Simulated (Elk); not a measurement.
# VN2: which magnetic order is lowest

Wanted: the moments of VN2 and the energy of each order that was tried.

Calculated with Elk 11.2.3 (patched build); LDA (Perdew-Wang) with U = 2.82 eV, J = 0.90 eV on V d (around mean field); all-electron APW+lo, Dirac cores, scalar-relativistic bands.

## Step 1: Starting point

Symmetry: I4/mcm, No. 140, tetragonal system. The conventional cell has a = 4.301 Å, b = 4.301 Å, c = 4.983 Å, α = 90.00°, β = 90.00°, γ = 90.00°. Nearest to V lie 8 N at 2.13 Å. Nearest to N lie 1 N at 1.40 Å and 4 V at 2.13 Å. Farther neighbours and most contacts between anions are not listed.

## Step 2: Run 1 (ferro ++)

The parallel start comes first: it fits the smallest cell, keeps the most symmetry and shows whether parallel moments form. A Hubbard U of customary size acts on the open shell; it was not fitted to this crystal.

The last three numbers of an atom's line are a seed field in its sphere. It points against the wanted moment and shrinks by the factor reducebf each loop.

Contents of elk.in:

```
tasks
  0
  33
  73

xctype
  3

rgkmax
  7.0

nempty
  12

swidth
  0.005

reducebf
  0.6

epsengy
  1e-05

maxscl
  100

lmaxi
  3

spinpol
  .true.

sppath
  './'

avec
  -4.06432846254 4.06432846254 4.70796918059
  4.06432846254 -4.06432846254 4.70796918059
  4.06432846254 4.06432846254 -4.70796918059

atoms
  2
  'V.in'
  2
  0.2500000000 0.2500000000 0.0000000000   0.000000 0.000000 -0.200000
  0.7500000000 0.7500000000 0.0000000000   0.000000 0.000000 -0.200000
  'N.in'
  4
  0.1151000000 0.6151000000 0.7302000000   0.000000 0.000000 0.000000
  0.6151000000 0.8849000000 0.5000000000   0.000000 0.000000 0.000000
  0.8849000000 0.3849000000 0.2698000000   0.000000 0.000000 0.000000
  0.3849000000 0.1151000000 0.5000000000   0.000000 0.000000 0.000000

ngridk
  6 6 6

dft+u
  2 1
  1 2 0.103633 0.033074

plot3d
  0 0 0
  1 0 0
  0 1 0
  0 0 1
  20 20 20
```

Command:

```console
$ OMP_NUM_THREADS=2 elk
```

Numbers of over 12 decimals in the logs are rounded to 6 here.

The program printed:

```text
Warning(linengy): could not find 1 linearisation energies in s.c. loop 1
Warning(linengy): could not find 1 linearisation energies in s.c. loop 2
Warning(linengy): could not find 1 linearisation energies in s.c. loop 3
Warning(linengy): could not find 1 linearisation energies in s.c. loop 4
Warning(linengy): could not find 1 linearisation energies in s.c. loop 5
Warning(linengy): could not find 1 linearisation energies in s.c. loop 6
Warning(linengy): could not find 1 linearisation energies in s.c. loop 7
Warning(linengy): could not find 1 linearisation energies in s.c. loop 8
Warning(linengy): could not find 1 linearisation energies in s.c. loop 9
Warning(linengy): could not find 1 linearisation energies in s.c. loop 10
Warning(linengy): could not find 1 linearisation energies in s.c. loop 11
Warning(linengy): could not find 1 linearisation energies in s.c. loop 12
Warning(linengy): could not find 1 linearisation energies in s.c. loop 13
Warning(linengy): could not find 1 linearisation energies in s.c. loop 14
Warning(linengy): could not find 1 linearisation energies in s.c. loop 15
Warning(linengy): could not find 1 linearisation energies in s.c. loop 16
Warning(linengy): could not find 1 linearisation energies in s.c. loop 17
Warning(linengy): could not find 1 linearisation energies in s.c. loop 18
Warning(linengy): could not find 1 linearisation energies in s.c. loop 19
Warning(linengy): could not find 1 linearisation energies in s.c. loop 20
Warning(linengy): could not find 1 linearisation energies in s.c. loop 21
Warning(linengy): could not find 1 linearisation energies in s.c. loop 22
Warning(linengy): could not find 1 linearisation energies in s.c. loop 23
Warning(linengy): could not find 1 linearisation energies in s.c. loop 24
Warning(linengy): could not find 1 linearisation energies in s.c. loop 25
Info(gndstate): no moment of its own; a second start begins; STATE.OUT holds the state before
Warning(linengy): could not find 1 linearisation energies in s.c. loop 26
Warning(linengy): could not find 1 linearisation energies in s.c. loop 27
Warning(linengy): could not find 1 linearisation energies in s.c. loop 28
Warning(linengy): could not find 1 linearisation energies in s.c. loop 29
Warning(linengy): could not find 1 linearisation energies in s.c. loop 30
Warning(linengy): could not find 1 linearisation energies in s.c. loop 31
Warning(linengy): could not find 1 linearisation energies in s.c. loop 32
Warning(linengy): could not find 1 linearisation energies in s.c. loop 33
Warning(linengy): could not find 1 linearisation energies in s.c. loop 34
Warning(linengy): could not find 1 linearisation energies in s.c. loop 35
Warning(linengy): could not find 1 linearisation energies in s.c. loop 36
Warning(linengy): could not find 1 linearisation energies in s.c. loop 37
Warning(linengy): could not find 1 linearisation energies in s.c. loop 38
Warning(linengy): could not find 1 linearisation energies in s.c. loop 39
Warning(linengy): could not find 1 linearisation energies in s.c. loop 40
Warning(linengy): could not find 1 linearisation energies in s.c. loop 41
Warning(linengy): could not find 1 linearisation energies in s.c. loop 42
Warning(linengy): could not find 1 linearisation energies in s.c. loop 43
Warning(linengy): could not find 1 linearisation energies in s.c. loop 44
Warning(linengy): could not find 1 linearisation energies in s.c. loop 45
Warning(linengy): could not find 1 linearisation energies in s.c. loop 46
Warning(linengy): could not find 1 linearisation energies in s.c. loop 47
Warning(linengy): could not find 1 linearisation energies in s.c. loop 48
Warning(linengy): could not find 1 linearisation energies in s.c. loop 49
Warning(linengy): could not find 1 linearisation energies in s.c. loop 50
Warning(linengy): could not find 1 linearisation energies in s.c. loop 51
Warning(linengy): could not find 1 linearisation energies in s.c. loop 52
Warning(linengy): could not find 1 linearisation energies in s.c. loop 53
Info(gndstate): the second start gave no lower state; one of another order, or behind a
 stronger field, isn't excluded
Warning(linengy): could not find 1 linearisation energies in s.c. loop 54
Warning(linengy): could not find 1 linearisation energies in s.c. loop 55
Warning(gndstate): forces or DFT+U at lmaxo under 8 : 6
  [figures from our tests cut]: type lmaxo 8 and lmaxapw 10

--- INFO.OUT ---
┌─────────────────────────┐
│ Elk code version 11.2.3 │
└─────────────────────────┘

All units are atomic (Hartree, Bohr, etc.)

┌─────────────────────────────────────────────────┐
│ Ground-state run starting from atomic densities │
└─────────────────────────────────────────────────┘

Lattice vectors :
  -4.064328463       4.064328463       4.707969181
   4.064328463      -4.064328463       4.707969181
   4.064328463       4.064328463      -4.707969181

Reciprocal lattice vectors :
  0.3558724424E-16  0.7729672153      0.6672925274
  0.7729672153      0.3558724424E-16  0.6672925274
  0.7729672153      0.7729672153     -0.1141414892E-16

Unit cell volume      :    311.0793621
Brillouin zone volume :   0.7973856310

Muffin-tin inner radius fraction :   0.1000000000E-01

Nuclei treated as point charges

Species : 1 (V)
 parameters loaded from : V.in
 name : vanadium
 nuclear charge    :   -23.00000000
 electronic charge :    23.00000000
 atomic mass :    92860.67382
 muffin-tin radius :    2.328984590
 number of radial points in muffin-tin :    497
 inner part over the whole radius :   0.9700232664E-02
 number on inner part of muffin-tin    :    349
 approximate nuclear radius :   0.6897515165E-04
 number of mesh points to nuclear radius :    164
 atomic positions (lattice), magnetic fields (Cartesian) :
  1 :   0.25000000  0.25000000  0.00000000    0.00000000  0.00000000 -0.20000000
  2 :  -0.25000000 -0.25000000  0.00000000    0.00000000  0.00000000 -0.20000000

Species : 2 (N)
 parameters loaded from : N.in
 name : nitrogen
 nuclear charge    :   -7.000000000
 electronic charge :    7.000000000
 atomic mass :    25532.65216
 muffin-tin radius :    1.298150105
 number of radial points in muffin-tin :    297
 inner part over the whole radius :   0.9975900864E-02
 number on inner part of muffin-tin    :    202
 approximate nuclear radius :   0.4939692610E-04
 number of mesh points to nuclear radius :     87
 atomic positions (lattice), magnetic fields (Cartesian) :
  1 :   0.11510000 -0.38490000 -0.26980000    0.00000000  0.00000000  0.00000000
  2 :  -0.38490000 -0.11510000  0.50000000    0.00000000  0.00000000  0.00000000
  3 :  -0.11510000  0.38490000  0.26980000    0.00000000  0.00000000  0.00000000
[...]
core electron kinetic       :      1919.4960364470
 Coulomb                     :     -4123.8664015059
 Coulomb potential           :     -3192.1073610302
 nuclear-nuclear             :     -417.97212070251
 electron-nuclear            :     -4232.3483430818
 Hartree                     :      526.45406227840
 Madelung                    :     -2527.8127209908
 xc potential                :     -141.35870522760
 xc effective B-field        :    -0.15550743576469E-01
 external B-field            :      0.000000
 exchange                    :     -106.95566699489
 correlation                 :     -5.741187
 DFT+U                       :     0.34260160655268E-02
 electron entropic           :    -0.46796669623110E-02
 total energy                :     -2114.2984305367
 (external B-field energy excluded from total)

Density of states at Fermi energy :    56.58324325
 (states/Hartree/unit cell)

Estimated indirect band gap :   0.2178542570E-02
 from k-point 18 to k-point 27
Estimated direct band gap   :   0.5469593436E-02
 at k-point 26

Charges :
 core                        :    28.00000000
 valence                     :    46.00000000
 interstitial                :    11.12234280
 muffin-tins (core leakage)
  species : 1 (V)
   atom 1                    :    20.91441006     ( -0.3529808616E-05)
   atom 2                    :    20.91441006     ( -0.3529808616E-05)
  species : 2 (N)
   atom 1                    :    5.262209272     (  0.3380280826E-04)
   atom 2                    :    5.262209272     (  0.3380280826E-04)
   atom 3                    :    5.262209272     (  0.3380280826E-04)
   atom 4                    :    5.262209272     (  0.3380280826E-04)
 total in muffin-tins        :    62.87765720
 total calculated charge     :    73.99885983
 total charge                :    74.00000000
 error                       :   0.1140166660E-02

Moments :
 interstitial                :  -0.7250866343E-02
 muffin-tins
  species : 1 (V)
   atom 1                    :   0.6062325774
   atom 2                    :   0.6062325774
  species : 2 (N)
   atom 1                    :  -0.4958521807E-01
   atom 2                    :  -0.4958521807E-01
   atom 3                    :  -0.4958521807E-01
   atom 4                    :  -0.4958521807E-01
 total in muffin-tins        :    1.014124283
 total moment                :    1.006873416

RMS change in Kohn-Sham potential (target) :   0.3565973395     (  0.1000000000E-05)
Absolute change in total energy (target)   :   0.2247460111     (  0.1000000000E-04)

[... loops 3 to 53 left out ...]

┌──────────────────┐
│ Loop number : 54 │
└──────────────────┘

Energies :
 Fermi                       :     0.461434
 sum of occupied eigenvalues :     -1204.6457692253
 electron kinetic            :      2129.7701991558
 core electron kinetic       :      1919.8527749496
 Coulomb                     :     -4129.3168334550
 Coulomb potential           :     -3185.1022402967
 nuclear-nuclear             :     -417.97212070251
 electron-nuclear            :     -4250.5448786330
 Hartree                     :      539.20016588057
 Madelung                    :     -2536.7657133066
 xc potential                :     -149.31372807748
 xc effective B-field        :    -0.51465183390744E-08
 external B-field            :      0.000000
 exchange                    :     -107.21248359575
 correlation                 :     -5.746936
 DFT+U                       :     0.27754969434931E-02
 electron entropic           :    -0.50003436684422E-02
 total energy                :     -2112.5082788303
 (external B-field energy excluded from total)

Density of states at Fermi energy :    58.89985762
 (states/Hartree/unit cell)

Estimated indirect band gap :   0.5734676994E-03
 from k-point 30 to k-point 22
Estimated direct band gap   :   0.9214757657E-02
 at k-point 28

Charges :
 core                        :    28.00000000
 valence                     :    46.00000000
 interstitial                :    10.89211994
 muffin-tins (core leakage)
  species : 1 (V)
   atom 1                    :    21.73238303     ( -0.3529822296E-05)
   atom 2                    :    21.73238303     ( -0.3529822296E-05)
  species : 2 (N)
   atom 1                    :    4.910778498     (  0.3352704177E-04)
   atom 2                    :    4.910778498     (  0.3352704177E-04)
   atom 3                    :    4.910778498     (  0.3352704177E-04)
   atom 4                    :    4.910778498     (  0.3352704177E-04)
 total in muffin-tins        :    63.10788006
 total calculated charge     :    73.99916868
 total charge                :    74.00000000
 error                       :   0.8313225015E-03

Moments :
 interstitial                :   0.3272756471E-04
 muffin-tins
  species : 1 (V)
   atom 1                    :   0.2679315907E-03
   atom 2                    :   0.2679315907E-03
  species : 2 (N)
   atom 1                    :   0.4368999731E-05
   atom 2                    :   0.4368999731E-05
   atom 3                    :   0.4368999731E-05
   atom 4                    :   0.4368999731E-05
 total in muffin-tins        :   0.5533391802E-03
 total moment                :   0.5860667449E-03

RMS change in Kohn-Sham potential (target) :   0.5458264581E-06 (  0.1000000000E-05)
Absolute change in total energy (target)   :   0.7968965292E-06 (  0.1000000000E-04)

Convergence targets achieved

┌──────────────────┐
│ Loop number : 55 │
└──────────────────┘

Energies :
 Fermi                       :     0.461434
 sum of occupied eigenvalues :     -1204.6457691157
 electron kinetic            :      2129.7701987922
 core electron kinetic       :      1919.8527748736
 Coulomb                     :     -4129.3168332242
 Coulomb potential           :     -3185.1022404985
 nuclear-nuclear             :     -417.97212070251
 electron-nuclear            :     -4250.5448779628
 Hartree                     :      539.20016544111
 Madelung                    :     -2536.7657129750
 xc potential                :     -149.31372740379
 xc effective B-field        :    -0.35922574372979E-08
 external B-field            :      0.000000
 exchange                    :     -107.21248357618
 correlation                 :     -5.746936
 DFT+U                       :     0.27754947069692E-02
 electron entropic           :    -0.50003442790635E-02
 total energy                :     -2112.5082789460
 (external B-field energy excluded from total)

Density of states at Fermi energy :    58.89986245
 (states/Hartree/unit cell)

Estimated indirect band gap :   0.5783000735E-03
 from k-point 30 to k-point 22
Estimated direct band gap   :   0.9215504954E-02
 at k-point 28

Charges :
 core                        :    28.00000000
 valence                     :    46.00000000
 interstitial                :    10.89211996
 muffin-tins (core leakage)
  species : 1 (V)
   atom 1                    :    21.73238302     ( -0.3529822333E-05)
   atom 2                    :    21.73238302     ( -0.3529822333E-05)
  species : 2 (N)
   atom 1                    :    4.910778503     (  0.3352704234E-04)
   atom 2                    :    4.910778503     (  0.3352704234E-04)
   atom 3                    :    4.910778503     (  0.3352704234E-04)
   atom 4                    :    4.910778503     (  0.3352704234E-04)
 total in muffin-tins        :    63.10788004
 total calculated charge     :    73.99916868
 total charge                :    74.00000000
 error                       :   0.8313224972E-03

Moments :
 interstitial                :   0.2264250102E-04
 muffin-tins
  species : 1 (V)
   atom 1                    :   0.2398898616E-03
   atom 2                    :   0.2398898616E-03
  species : 2 (N)
   atom 1                    :   0.8640058522E-06
   atom 2                    :   0.8640058522E-06
   atom 3                    :   0.8640058522E-06
   atom 4                    :   0.8640058522E-06
 total in muffin-tins        :   0.4832357467E-03
 total moment                :   0.5058782477E-03

┌──────────────────────────────┐
│ Self-consistent loop stopped │
└──────────────────────────────┘

Warning : forces or DFT+U at lmaxo under 8 : 6

Wrote STATE.OUT
```

Elapsed: 13 min, on 2 threads of Arm Neoverse V1, shared host; peak memory 0.17 GiB; 25 min of CPU time.

The moments died away, and this build then starts once more from a stronger push, within the same count of loops. That gave no lower state.

Spin moment in the muffin-tin sphere by atom:

```csv
atom,spin moment in the muffin-tin sphere (μB)
V1,0.0002
V2,0.0002
N3,0.0000
N4,0.0000
N5,0.0000
N6,0.0000
```

This step gave:

| Quantity | Value |
| --- | --- |
| final state | non-magnetic |

No moment is left under the U: the shell may be closed, low-spin or itinerant here, or a magnetic state was missed.

After 55 cycles the seed has died away: no moment is left.

[end of part 1 of 2]

[Logs and program files are shortened in this print: banners, set-up blocks, solver, clock and traceback lines can be left out without a mark of their own.]

[Logs are printed without paths, hosts, clocks, repeated set-up lines and the standing remarks that a program may print on its own settings, such as how far it seeks lower states.]

[Hosts, paths, dates, database ids (printed as entryN), source tags and the programs' standing remarks are cut or masked in the printed files.]

[Where a cell is said to come from a database of computed structures, the database is the Materials Project.]
